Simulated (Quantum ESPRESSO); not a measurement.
# Collinear magnetic orders of Fe2O3 (Hematite) with Quantum ESPRESSO, part 3 of 3

Does Fe2O3 (Hematite) prefer parallel or opposed moments, or none?

Quantum ESPRESSO 7.5; PBE with U = 4.5 eV on Fe d (ortho-atomic projectors); plane waves with GBRV 1.5 PBE potentials, no spin-orbit coupling.

So far, absolute magnetization (μB): step 2 (run 1 (ferro ++++)) 20; step 3 (run 2 (antiferro ++−−)) 17.7; step 4 (run 3 (antiferro +−+−)) 17.3; step 5 (run 4 (antiferro +−−+)) 17.6.

### 6. Start 5: ferri +++−

The input, pw.in:

```
&CONTROL
  calculation = 'scf'
  prefix = 'pwscf'
  outdir = './tmp'
  pseudo_dir = './pseudo'
  disk_io = 'nowf'
/
&SYSTEM
  ibrav = 0
  celldm(1) = 8
  nat = 10
  ntyp = 3
  ecutwfc = 40
  ecutrho = 280
  nbnd = 68
  occupations = 'smearing'
  smearing = 'fd'
  degauss = 0.00367493
  nspin = 2
  starting_magnetization(1) = 0.25
  starting_magnetization(2) = -0.25
  starting_magnetization(3) = 0
/
&ELECTRONS
  conv_thr = 2d-08
  electron_maxstep = 150
  mixing_beta = 0.3
/
ATOMIC_SPECIES
Fe1    55.8450 fe_pbe_v1.5.uspp.F.UPF
Fe2    55.8450 fe_pbe_v1.5.uspp.F.UPF
O      15.9990 o_pbe_v1.2.uspp.F.UPF
CELL_PARAMETERS alat
   0.5950275134915    0.3435392950923    1.0843878411890
  -0.5950275134915    0.3435392950923    1.0843878411890
   0.0000000000000   -0.6870785901845    1.0843878411890
ATOMIC_POSITIONS crystal
Fe1     0.3553000000    0.3553000000    0.3553000000
Fe1     0.1447000000    0.1447000000    0.1447000000
Fe1     0.6447000000    0.6447000000    0.6447000000
Fe2     0.8553000000    0.8553000000    0.8553000000
O       0.5559000000    0.9441000000    0.2500000000
O       0.2500000000    0.5559000000    0.9441000000
O       0.9441000000    0.2500000000    0.5559000000
O       0.4441000000    0.0559000000    0.7500000000
O       0.7500000000    0.4441000000    0.0559000000
O       0.0559000000    0.7500000000    0.4441000000
K_POINTS automatic
6 6 6 0 0 0
HUBBARD {ortho-atomic}
U Fe1-3d 4.5000
U Fe2-3d 4.5000
```

Run with:

```sh
$ OMP_NUM_THREADS=1 mpirun -n 4 pw.x -nk 4 -in pw.in > pw.out
```

What it wrote:

```text
     [... lines left out ...]
Program PWSCF v.7.5 starts
     [... lines left out ...]
     number of atoms/cell      =           10
     [... lines left out ...]
     number of electrons       =       100.00
     number of Kohn-Sham states=           68
     kinetic-energy cutoff     =      40.0000  Ry
     charge density cutoff     =     280.0000  Ry
     scf convergence threshold =      2.0E-08
     [... lines left out ...]
      3 Sym. Ops. (no inversion) found
     [... lines left out ...]
     number of k points=    40  Fermi-Dirac smearing, width (Ry)=  0.0037
     [... lines left out ...]
     iteration # 12     ecut=    40.00 Ry     beta= 0.30
     [... lines left out ...]
     Magnetic moment per site  (integrated on atomic sphere of radius R)
     atom   1 (R=0.190)  charge= 12.8669  magn=  3.9049
     atom   2 (R=0.190)  charge= 12.8540  magn=  3.9568
     atom   3 (R=0.190)  charge= 12.8632  magn=  3.9198
     atom   4 (R=0.190)  charge= 12.8748  magn= -3.8441
     atom   5 (R=0.190)  charge=  5.4082  magn=  0.1494
     atom   6 (R=0.190)  charge=  5.4082  magn=  0.1494
     atom   7 (R=0.190)  charge=  5.4082  magn=  0.1494
     atom   8 (R=0.190)  charge=  5.4145  magn=  0.2286
     atom   9 (R=0.190)  charge=  5.4145  magn=  0.2286
     atom  10 (R=0.190)  charge=  5.4145  magn=  0.2286
     [... lines left out ...]
     Tr[ns(  1)] (up, down, total) =   4.97196  0.72932  5.70128
     [... lines left out ...]
     Tr[ns(  2)] (up, down, total) =   4.98051  0.68623  5.66674
     [... lines left out ...]
     Tr[ns(  3)] (up, down, total) =   4.97414  0.71718  5.69132
     [... lines left out ...]
     Tr[ns(  4)] (up, down, total) =   0.77020  4.95650  5.72670
     [... lines left out ...]
     the Fermi energy is    11.7130 ev
!    total energy              =   -1194.71079797 Ry
     estimated scf accuracy    <       0.00000001 Ry
     smearing contrib. (-TS)   =      -0.00000000 Ry
     [... lines left out ...]
     total magnetization       =    10.00 Bohr mag/cell
     absolute magnetization    =    18.40 Bohr mag/cell
     convergence has been achieved in  12 iterations
```

Elapsed: 99 s, on 4 MPI ranks of Intel Xeon Platinum 8488C (Sapphire Rapids), shared host; peak memory 0.94 GiB.

This step gave:

```
smearing term TS       : 8.63e-9 eV
magnetization          : 10 μB
absolute magnetization : 18.40 μB
final state            : ferrimagnetic
largest moment         : 3.957 μB
```

### 7. Run 6 (no spin polarisation)

The input, pw.in:

```
&CONTROL
  calculation = 'scf'
  prefix = 'pwscf'
  outdir = './tmp'
  pseudo_dir = './pseudo'
  disk_io = 'nowf'
/
&SYSTEM
  ibrav = 0
  celldm(1) = 8
  nat = 10
  ntyp = 2
  ecutwfc = 40
  ecutrho = 280
  nbnd = 64
  occupations = 'smearing'
  smearing = 'fd'
  degauss = 0.00367493
/
&ELECTRONS
  conv_thr = 2d-08
  electron_maxstep = 150
  mixing_beta = 0.3
/
ATOMIC_SPECIES
Fe     55.8450 fe_pbe_v1.5.uspp.F.UPF
O      15.9990 o_pbe_v1.2.uspp.F.UPF
CELL_PARAMETERS alat
   0.5950275134915    0.3435392950923    1.0843878411890
  -0.5950275134915    0.3435392950923    1.0843878411890
   0.0000000000000   -0.6870785901845    1.0843878411890
ATOMIC_POSITIONS crystal
Fe      0.3553000000    0.3553000000    0.3553000000
Fe      0.1447000000    0.1447000000    0.1447000000
Fe      0.6447000000    0.6447000000    0.6447000000
Fe      0.8553000000    0.8553000000    0.8553000000
O       0.5559000000    0.9441000000    0.2500000000
O       0.2500000000    0.5559000000    0.9441000000
O       0.9441000000    0.2500000000    0.5559000000
O       0.4441000000    0.0559000000    0.7500000000
O       0.7500000000    0.4441000000    0.0559000000
O       0.0559000000    0.7500000000    0.4441000000
K_POINTS automatic
6 6 6 0 0 0
HUBBARD {ortho-atomic}
U Fe-3d 4.5000
```

What it wrote:

```text
     [... lines left out ...]
Program PWSCF v.7.5 starts
     [... lines left out ...]
     number of atoms/cell      =           10
     [... lines left out ...]
     number of electrons       =       100.00
     number of Kohn-Sham states=           64
     kinetic-energy cutoff     =      40.0000  Ry
     charge density cutoff     =     280.0000  Ry
     scf convergence threshold =      2.0E-08
     [... lines left out ...]
     12 Sym. Ops., with inversion, found ( 6 have fractional translation)
     [... lines left out ...]
     number of k points=    32  Fermi-Dirac smearing, width (Ry)=  0.0037
     [... lines left out ...]
     iteration # 16     ecut=    40.00 Ry     beta= 0.30
     [... lines left out ...]
     Tr[ns(  1)] =   6.17891
     [... lines left out ...]
     Tr[ns(  2)] =   6.17891
     [... lines left out ...]
     Tr[ns(  3)] =   6.17891
     [... lines left out ...]
     Tr[ns(  4)] =   6.17891
     [... lines left out ...]
     the Fermi energy is     9.8239 ev
!    total energy              =   -1193.98774509 Ry
     estimated scf accuracy    <          7.3E-09 Ry
     smearing contrib. (-TS)   =      -0.00467185 Ry
     [... lines left out ...]
     convergence has been achieved in  16 iterations
```

Run time: 48 s. Hardware: 4 MPI ranks; peak memory 0.73 GiB; 3.2 min of CPU time.

Read from the output:

```
smearing term TS : 0.06356 eV
final state      : non-magnetic (no spin polarisation)
```

### 8. The states side by side

An order is kept where moments of 0.15 μB or more survive with the typed signs; meshes match where a doubled cell samples the same k points as the first cell.

Ferrimagnetic means that a moment over 0.15 μB on a transition or rare-earth metal, induced ones included, opposes the net moment. Orders:

```csv
start,final state,typed order kept,energy over the lowest (meV a seeded atom),largest site moment (μB),net moment (μB a cell of the first run),mesh matched,CPU time (s)
ferro ++++,ferromagnetic,yes,290,3.969,20,yes,349.9
antiferro ++--,antiferromagnetic,yes,110.4,3.895,0,yes,319.1
antiferro +-+-,antiferromagnetic,yes,0,3.861,0,yes,380.4
antiferro +--+,antiferromagnetic,yes,145.3,3.904,0,yes,308.4
ferri +++-,ferrimagnetic,yes,135.3,3.957,10,yes,394.7
no spin polarisation,non-magnetic,-,2595,0,0,yes,191.1
```

### 9. Occupations of the corrected shells in the lowest state

Occupations of the Hubbard shells:

```csv
block,type,shell,spin,electrons,occupation numbers
1,Fe1,3d,up,4.962,0.989 0.989 0.995 0.995 0.995
1,Fe1,3d,down,0.7616,0.087 0.089 0.089 0.248 0.248
2,Fe2,3d,up,0.7616,0.087 0.089 0.089 0.248 0.248
2,Fe2,3d,down,4.962,0.989 0.989 0.995 0.995 0.995
3,Fe1,3d,up,4.962,0.989 0.989 0.995 0.995 0.995
3,Fe1,3d,down,0.7616,0.087 0.089 0.089 0.248 0.248
4,Fe2,3d,up,0.7616,0.087 0.089 0.089 0.248 0.248
4,Fe2,3d,down,4.962,0.989 0.989 0.995 0.995 0.995
```

### 10. Results

```yaml
lowest_state_found: antiferromagnetic (from antiferro +-+-)
largest_site_moment: 3.86 μB
next_state_with_moments: antiferromagnetic, 110 meV a seeded atom higher
state_without_moments_under_the_same_u: 2595 meV a seeded atom higher
```

In words: Under a U the spinless run pays the Hubbard penalty of a partly filled shell, so its energy overstates what forming the moments gains. Only these 6 starts were compared; other wavevectors, canted and longer-period orders were not.

[Logs and program files are shortened in this print: banners, set-up blocks, solver, clock and traceback lines can be left out without a mark of their own.]

[Logs are printed without paths, hosts, clocks, repeated set-up lines and the standing remarks that a program may print on its own settings, such as how far it seeks lower states.]

[Hosts, paths, dates, database ids (printed as entryN), source tags and the programs' standing remarks are cut or masked in the printed files.]

[Where a cell is said to come from a database of computed structures, the database is the Materials Project.]
